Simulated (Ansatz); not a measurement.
**W2N monolayer: from the cell to its phonons**

Aim: the vibrations of W2N monolayer, their spectra, and whether the structure is stable.

Calculated with Ansatz 0.2.0; DFT PBEsol, scalar-relativistic, plane waves, PAW.

## Step 1: The starting structure

The cell holds 3 atoms: 1 N and 2 W. Cell: a = 2.900 Å, b = 2.900 Å, c = 20.000 Å, α = 90.0°, β = 90.0°, γ = 120.0°. Vacuum lies along c.

## Step 2: Rough relaxation

A rough relaxation comes first, because large forces or stress need no tight tolerances yet.

The program solves this slab on a cell height of its own, 28.6 Å, in place of the one typed.

input.yaml reads:

```yaml
crystal:
  lattice:
    - [2.9, 0.0, 0.0]
    - [-1.45, 2.51147, 0.0]
    - [0.0, 0.0, 20.0]
  atoms:
    - { symbol: "N", position: [0.0, 0.0, 0.5] }
    - { symbol: W, position: [0.333333, 0.666667, 0.56] }
    - { symbol: W, position: [0.666667, 0.333333, 0.44] }
  periodic: [true, true, false]
kpoints:
  mp_grid: { grid: [9, 9, 1] }
hamiltonian:
  xc: pbesol
scf:
  occupations: { method: gaussian, width: 0.1 }
output:
  forces: true
  stress: true
  eigenvalues: true
relax:
  adjacent_minimum: "off"
  f_tol: 0.05
  max_steps: 80
  cell: { stress_2d_tol: 0.02 }
```

Launch:

```console
$ ansatz run input.yaml --threads 8 --pin off --max-ram 14336MiB --backend cpu --events-out ev --progress --plain --runs-dir out
```

Numbers of over 12 decimals in the logs are rounded to 6 here.

Output:

```text
[...]
F+E_penalty+E_count = -20888.90493973 eV   max|allowed force component| = 5.271e-5 eV/Å   (the final SCF, on the basis selected at the relaxed cell)
  cell:  # Å, volume = 188.8045 Å³
    - [2.760946, 0, 0]
    - [-1.380473, 2.391049, 0]
    - [0, 0, 28.6]
  atoms:
    - { symbol: N, position: [0, 0, 0.349650] }
    - { symbol: W, position: [0.333333, 0.666667, 0.399683] }
    - { symbol: W, position: [0.666667, 0.333333, 0.299618] }
[key lines of the parts left out:]
SCF converged after 7 iterations
Free energy (F): -20888.904940 eV
Fermi energy:    -5.476109 eV
P = ½ c Tr σ = -0.0012 N/m
```

The job ended after 6.7 s (8 threads of Arm Neoverse V2, shared host; peak memory 0.56 GiB; 43 s of CPU time).

This run has no spin polarisation although its electron count is odd.

Step by step:

```
step  energy less that of the first step (eV)  largest force component (eV/Å)  volume (Å³)
   1                                   0.0000                          2.0990       208.30
   2                                  -0.4475                          1.0352       191.60
   3                                  -0.4894                          0.5710       189.97
   4                                  -0.5110                          0.0187       187.38
   5                                  -0.5124                          0.0320       189.38
   6                                  -0.5128                          0.0015       188.91
  7*                                  -0.5086                          0.0020       188.91
   8                                  -0.5086                          0.0000       188.80
  9*                                  -0.5086                          0.0001       188.80
```

Relaxation steps marked * repeat the geometry before them on a plane-wave basis chosen anew for their cell, so energy and pressure can jump there.

The run keeps the 12 symmetry operations that it works with, so distortions that break them were not tested.

```
cell as run  before  after  change
      a (Å)   2.900  2.761  -4.8 %
      b (Å)   2.900  2.761  -4.8 %
```

The atoms that moved most (Å, along periodic axes as changes of fractional coordinates times the final cell, across vacuum about the mean position):

```
atom     dx     dy      dz  length
  W2  0.000  0.000   0.231   0.231
  W3  0.000  0.000  -0.231   0.231
```

Final coordinates:

```
N W
1.0
     2.76095    0.00000    0.00000
    -1.38047    2.39105    0.00000
     0.00000    0.00000   28.60000
N W
1 2
Direct
  0.00000 0.00000 0.34965
  0.33333 0.66667 0.39968
  0.66667 0.33333 0.29962
```

Numbers from this step:

| Item | Value |
| --- | --- |
| gap on the k-mesh | 0 eV |
| area per atom | 2.201 Å² |

The relaxation ends with a largest force component of 5.3e-5 eV/Å.

## Step 3: Relaxation

Harmonic phonons are second derivatives at a point where the forces vanish, and they are wanted at zero stress, so atoms and cell are relaxed first.

input.yaml reads:

```yaml
crystal:
  lattice:
    - [2.7609457775, 0.0, 0.0]
    - [-1.3804728888, 2.3910491818, 0.0]
    - [0.0, 0.0, 28.6]
  atoms:
    - { symbol: "N", position: [0.0, 0.0, 0.3496503497] }
    - { symbol: W, position: [0.3333333333, 0.6666666667, 0.3996825474] }
    - { symbol: W, position: [0.6666666667, 0.3333333333, 0.2996181519] }
  periodic: [true, true, false]
kpoints:
  mp_grid: { grid: [18, 18, 1] }
hamiltonian:
  xc: pbesol
scf:
  occupations: { method: gaussian, width: 0.1 }
output:
  forces: true
  stress: true
  eigenvalues: true
  write_density: true
  write_potential: true
  elf: true
  volumetric_format: npy
relax:
  adjacent_minimum: "off"
  f_tol: 0.005
  max_steps: 80
  cell: { stress_2d_tol: 0.02 }
```

Output:

```text
[...]
Crystal: 3 atoms, lattice volume = 188.805 Å³
Basis set: ecut = 420 eV, 3677 PW (Γ), exchange–correlation on 40×40×384 points (8 copies of the dense FFT grid, shifted against one another)
Bands: 21, of which v1, the nominal top of the filled ones, is band 17 counted from 1 (16 counted from 0)
Symmetry: 12 space group operations
[...]
k-points: 37 of 324
[...]
SCF iter   1: F=—  HF=-20888.953199 eV  |F-HF|=—  |Δ(HF+E_count)|=         —  Δρ=1.11e-2  dr2=3.45e-1  ethr=1.77e-3  ⟨swp⟩=12.5  Hψ=6581  notcnv=0
[...]
SCF iter   9: F=-20888.892740 eV  HF=-20888.892740 eV  |F-HF|=3.13e-10  |Δ(HF+E_count)|=   4.60e-9  Δρ=1.60e-7  dr2=5.66e-11  ethr=3.10e-12  ⟨swp⟩=12.6  Hψ=7467  notcnv=0
SCF 1 converged in 9 iterations: F = -20888.892740 eV  dr2 = 5.66e-11
[...]
relax step   1: F+E_penalty+E_count = -20888.89274011 eV  Δ(F+E_penalty+E_count) = +0.000e0 eV  max|allowed force component| = 5.024e-2 eV/Å  Δτ_max = 0.0000 Å  P = -0.137 N/m  Ω = 188.805 Å³  fix = [c, alpha, beta]  reactions: c -0.000 N/m  (9 SCF iters, dr2 threshold 1.00e-7 eV, accepted)
Crystal: 3 atoms, lattice volume = 188.283 Å³
[...]
SCF iter   5: F=-20888.893295 eV  HF=-20888.893295 eV  |F-HF|=4.49e-9  |Δ(HF+E_count)|=   1.21e-7  Δρ=2.26e-6  dr2=3.20e-8  ethr=4.78e-10  ⟨swp⟩=24.2  Hψ=10034  notcnv=0
SCF 2 converged in 5 iterations: F = -20888.893295 eV  dr2 = 3.20e-8
relax step   2: F+E_penalty+E_count = -20888.89329488 eV  Δ(F+E_penalty+E_count) = -5.548e-4 eV  max|allowed force component| = 2.909e-2 eV/Å  Δτ_max = 0.0048 Å  P = +0.178 N/m  Ω = 188.283 Å³  energy of the carried Pulay correction = +1.974e-4 eV  fix = [c, alpha, beta]  reactions: c +0.000 N/m  (5 SCF iters, dr2 threshold 1.58e-7 eV, accepted)
Crystal: 3 atoms, lattice volume = 188.436 Å³
[...]
SCF iter   5: F=-20888.893133 eV  HF=-20888.893133 eV  |F-HF|=2.42e-8  |Δ(HF+E_count)|=   2.07e-7  Δρ=1.89e-6  dr2=5.91e-9  ethr=1.60e-10  ⟨swp⟩=23.2  Hψ=9983  notcnv=0
SCF 3 converged in 5 iterations: F = -20888.893133 eV  dr2 = 5.91e-9
relax step   3: F+E_penalty+E_count = -20888.89313314 eV  Δ(F+E_penalty+E_count) = +1.617e-4 eV  max|allowed force component| = 4.601e-2 eV/Å  Δτ_max = 0.0042 Å  P = -0.371 N/m  Ω = 188.436 Å³  energy of the carried Pulay correction = +1.395e-4 eV  fix = [c, alpha, beta]  (5 SCF iters, dr2 threshold 5.29e-8 eV, rejected (line search))
[...]
relax step   4: F+E_penalty+E_count = -20888.89334712 eV  Δ(F+E_penalty+E_count) = -5.224e-5 eV  max|allowed force component| = 7.307e-6 eV/Å  Δτ_max = 0.0019 Å  P = +0.000 N/m  Ω = 188.300 Å³  energy of the carried Pulay correction = +1.909e-4 eV  fix = [c, alpha, beta]  reactions: c +0.000 N/m  (8 SCF iters, accepted)
[...]
SCF iter   6: F=-20888.893181 eV  HF=-20888.893181 eV  |F-HF|=0.00e0  |Δ(HF+E_count)|=  1.09e-11  Δρ=1.62e-8  dr2=3.44e-13  ethr=1.00e-12  ⟨swp⟩=16.9  Hψ=6633  notcnv=0
SCF 5 converged in 6 iterations: F = -20888.893181 eV  dr2 = 3.44e-13
relax step   5: F+E_penalty+E_count = -20888.89318114 eV  Δ(F+E_penalty+E_count) = +1.660e-4 eV  max|allowed force component| = 1.312e-5 eV/Å  Δτ_max = 0.0000 Å  P = -0.004 N/m  Ω = 188.300 Å³  fix = [c, alpha, beta]  reactions: c -0.000 N/m  stress off target by 3.83e-3 N/m on what of the cell is left free  SCF on the basis re-selected at this cell (its energy is not comparable with the rows above)  (6 SCF iters)
[...]
WARN: The input density's exchange-correlation potential varies sharply where the density is thin. Do not read a vacuum level from v_tot or v_xc, or from such a field of the output density. On a cell that repeats whose density bears no net charge and no dipole along the vacuum's axis use v_es (v_loc + v_h of the components); under efield.dipole_correction with no amplitude use v_es + v_field, which holds any external [...]
SCF converged after 6 iterations
Free energy (F): -20888.893181 eV
[...]
Internal energy: -20888.882833 eV  (E = F + TS)
E sigma→0 (E₀):  -20888.888007 eV
Entropy (-TS):   -0.010348 eV (-3.449 meV/atom)
Fermi energy:    -5.418964 eV
[...]
--- Forces (eV/Å), atoms counted from 1 ---
  atom   1  N     -0.00000000    -0.00000000     0.00000000
  atom   2  W      0.00000000    -0.00000000     0.00001312
  atom   3  W     -0.00000000     0.00000000    -0.00001312
  max |Σ_I F_I| component: 4.63e-18 eV/Å
--- 2D stress c σ (N/m, compression-positive) ---
       -0.003830      -0.000000      -0.000000
       -0.000000      -0.003830       0.000000
       -0.000000       0.000000      -0.000000
  P = ½ c Tr σ = -0.0038 N/m
--- Band table (eV; the first three rows and the last of 37) ---
  k-point 0: bands = [... 13 lower, -6.8718, -6.7043, -6.5402, -6.4917, -6.4917, -4.7104, -4.7104, -3.7268]
  k-point 1: bands = [... 13 lower, -7.1069, -6.7768, -6.7267, -6.3675, -6.1511, -4.8694, -4.7491, -3.6394]
  k-point 2: bands = [... 13 lower, -7.7128, -6.9336, -6.5989, -5.9997, -5.9362, -5.1094, -4.7606, -3.4815]
  k-point 36: bands = [... 13 lower, -7.0628, -7.0628, -6.7940, -4.7209, -4.7209, -3.0519, -3.0519, -2.2090]
--- Relaxed structure (4 steps of the walk, 3 accepted, 1 SCFs on fresh bases) ---
[...]
cell:  # Å, volume = 188.3003 Å³
    - [2.757256, 2.8828949680486186e-11, 0]
    - [-1.378628, 2.387854, 0]
    - [0, 0, 28.6]
  atoms:
    - { symbol: N, position: [0, 0, 0.349650] }
    - { symbol: W, position: [0.333333, 0.666667, 0.399915] }
    - { symbol: W, position: [0.666667, 0.333333, 0.299386] }
```

It took 8.3 s on 8 threads; peak memory 0.66 GiB; 60 s of CPU time.

The steps of the relaxation:

```
step  energy less that of the first step (eV)  largest force component (eV/Å)  volume (Å³)
   1                                   0.0000                          0.0502       188.80
   2                                  -0.0006                          0.0291       188.28
   3                                  -0.0004                          0.0460       188.44
   4                                  -0.0006                          0.0000       188.30
  5*                                  -0.0004                          0.0000       188.30
```

Relaxation steps marked * repeat the geometry before them on a plane-wave basis chosen anew for their cell, so energy and pressure can jump there. Relaxation step 3 was tried and not accepted.

Forces are held to the 12 operations that the run works with; a distortion that breaks them can't arise in this run.

```
cell as run  before  after  change
      a (Å)   2.761  2.757  -0.1 %
      b (Å)   2.761  2.757  -0.1 %
```

Final coordinates:

```xyz
3
Lattice="2.7573 0.0000 0.0000 -1.3786 2.3879 0.0000 0.0000 0.0000 28.6000" Properties=species:S:1:pos:R:3
N     0.0000    0.0000   10.0000
W     0.0000    1.5919   11.4376
W     1.3786    0.7960    8.5624
```

Numbers from this step:

* area per atom: 2.195 Å²

ELF in the ac plane at fractional y = 0.000, with atoms of N within 0.2 Å of it. It is the smooth field of the valence electrons, not physical close to the nuclei.

Ten even steps from '_' (0.00) to '@' (0.76), each cell a mean:
```
____________________________
____________________________
____________________________
____________________________
____________________________
____________________________
____________________________
____________________________
____________________________
____________________________
____________________________
____________________________
------::::::......::::::----
%%%%##++==--::::::--==++##%%
**++==------==++==------==++
++**@@@@%%==::..::==%%@@@@**
**++==------==++==------==++
%%%%##++==--::::::--==++##%%
==------::::......::::------
____________________________
____________________________
____________________________
____________________________
____________________________
```
Columns run along a (2.8 Å), rows up along c (28.6 Å). Atoms in or near the plane, at fractional coordinates: N at (0.00, 0.35).

Electrostatic potential energy in the ac plane at fractional y = 0.000, with atoms of N within 0.2 Å of it. With pseudopotentials it is smooth inside the atoms' cores, unlike the true potential.

Ten even steps from '_' (-29 eV) to '@' (0 eV), each cell a mean:
```
@@@@@@@@@@@@@@@@@@@@@@@@@@@@
@@@@@@@@@@@@@@@@@@@@@@@@@@@@
@@@@@@@@@@@@@@@@@@@@@@@@@@@@
@@@@@@@@@@@@@@@@@@@@@@@@@@@@
@@@@@@@@@@@@@@@@@@@@@@@@@@@@
@@@@@@@@@@@@@@@@@@@@@@@@@@@@
@@@@@@@@@@@@@@@@@@@@@@@@@@@@
@@@@@@@@@@@@@@@@@@@@@@@@@@@@
@@@@@@@@@@@@@@@@@@@@@@@@@@@@
@@@@@@@@@@@@@@@@@@@@@@@@@@@@
@@@@@@@@@@@@@@@@@@@@@@@@@@@@
@@@@@@@@@@@@@@@@@@@@@@@@@@@@
@@@@@@@@@@@@@@@@@@@@@@@@@@@@
@@@@%%%%##**********##%%%%@@
******++--....__....--++****
______::****##**##****::____
******++==..........==++****
@@@@%%%%##**++++++**##%%%%@@
@@@@@@@@@@@@@@@@@@@@@@@@@@@@
@@@@@@@@@@@@@@@@@@@@@@@@@@@@
@@@@@@@@@@@@@@@@@@@@@@@@@@@@
@@@@@@@@@@@@@@@@@@@@@@@@@@@@
@@@@@@@@@@@@@@@@@@@@@@@@@@@@
@@@@@@@@@@@@@@@@@@@@@@@@@@@@
```
Columns run along a (2.8 Å; values clipped at the 3rd and 97th percentile), rows up along c (28.6 Å). Atoms in or near the plane, at fractional coordinates: N at (0.00, 0.35).

Valence density in the ac plane at fractional y = 0.000, with atoms of N within 0.2 Å of it. It is the smooth field of the valence electrons, not physical close to the nuclei.

Values in e/Å³, 24 rows by 14 columns, each cell a mean:
```
0.0 0.0 0.0 0.0 0.0 0.0 0.0 0.0 0.0 0.0 0.0 0.0 0.0 0.0
0.0 0.0 0.0 0.0 0.0 0.0 0.0 0.0 0.0 0.0 0.0 0.0 0.0 0.0
0.0 0.0 0.0 0.0 0.0 0.0 0.0 0.0 0.0 0.0 0.0 0.0 0.0 0.0
0.0 0.0 0.0 0.0 0.0 0.0 0.0 0.0 0.0 0.0 0.0 0.0 0.0 0.0
0.0 0.0 0.0 0.0 0.0 0.0 0.0 0.0 0.0 0.0 0.0 0.0 0.0 0.0
0.0 0.0 0.0 0.0 0.0 0.0 0.0 0.0 0.0 0.0 0.0 0.0 0.0 0.0
0.0 0.0 0.0 0.0 0.0 0.0 0.0 0.0 0.0 0.0 0.0 0.0 0.0 0.0
0.0 0.0 0.0 0.0 0.0 0.0 0.0 0.0 0.0 0.0 0.0 0.0 0.0 0.0
0.0 0.0 0.0 0.0 0.0 0.0 0.0 0.0 0.0 0.0 0.0 0.0 0.0 0.0
0.0 0.0 0.0 0.0 0.0 0.0 0.0 0.0 0.0 0.0 0.0 0.0 0.0 0.0
0.0 0.0 0.0 0.0 0.0 0.0 0.0 0.0 0.0 0.0 0.0 0.0 0.0 0.0
0.0 0.0 0.0 0.0 0.0 0.0 0.0 0.0 0.0 0.0 0.0 0.0 0.0 0.0
0.0 0.0 0.0 0.0 0.0 0.0 0.0 0.0 0.0 0.0 0.0 0.0 0.0 0.0
0.2 0.2 0.2 0.2 0.2 0.3 0.3 0.3 0.3 0.3 0.2 0.2 0.2 0.2
0.5 0.5 0.5 0.5 0.6 0.9 1.1 1.3 1.1 0.9 0.6 0.5 0.5 0.5
3.1 2.9 2.2 1.3 0.7 0.4 0.3 0.3 0.3 0.4 0.7 1.3 2.2 2.9
0.6 0.6 0.5 0.5 0.6 0.8 1.1 1.2 1.1 0.8 0.6 0.5 0.5 0.6
0.2 0.2 0.2 0.2 0.3 0.3 0.4 0.4 0.4 0.3 0.3 0.2 0.2 0.2
0.0 0.0 0.0 0.0 0.0 0.0 0.0 0.0 0.0 0.0 0.0 0.0 0.0 0.0
0.0 0.0 0.0 0.0 0.0 0.0 0.0 0.0 0.0 0.0 0.0 0.0 0.0 0.0
0.0 0.0 0.0 0.0 0.0 0.0 0.0 0.0 0.0 0.0 0.0 0.0 0.0 0.0
0.0 0.0 0.0 0.0 0.0 0.0 0.0 0.0 0.0 0.0 0.0 0.0 0.0 0.0
0.0 0.0 0.0 0.0 0.0 0.0 0.0 0.0 0.0 0.0 0.0 0.0 0.0 0.0
0.0 0.0 0.0 0.0 0.0 0.0 0.0 0.0 0.0 0.0 0.0 0.0 0.0 0.0
```
Columns run along a (2.8 Å), rows up along c (28.6 Å). Atoms in or near the plane, at fractional coordinates: N at (0.00, 0.35).

[end of part 1 of 3]

[Logs are printed without paths, hosts, clocks, repeated set-up lines and the standing remarks that a program may print on its own settings, such as how far it seeks lower states.]

[Hosts, paths, dates, database ids (printed as entryN), source tags and the programs' standing remarks are cut or masked in the printed files.]
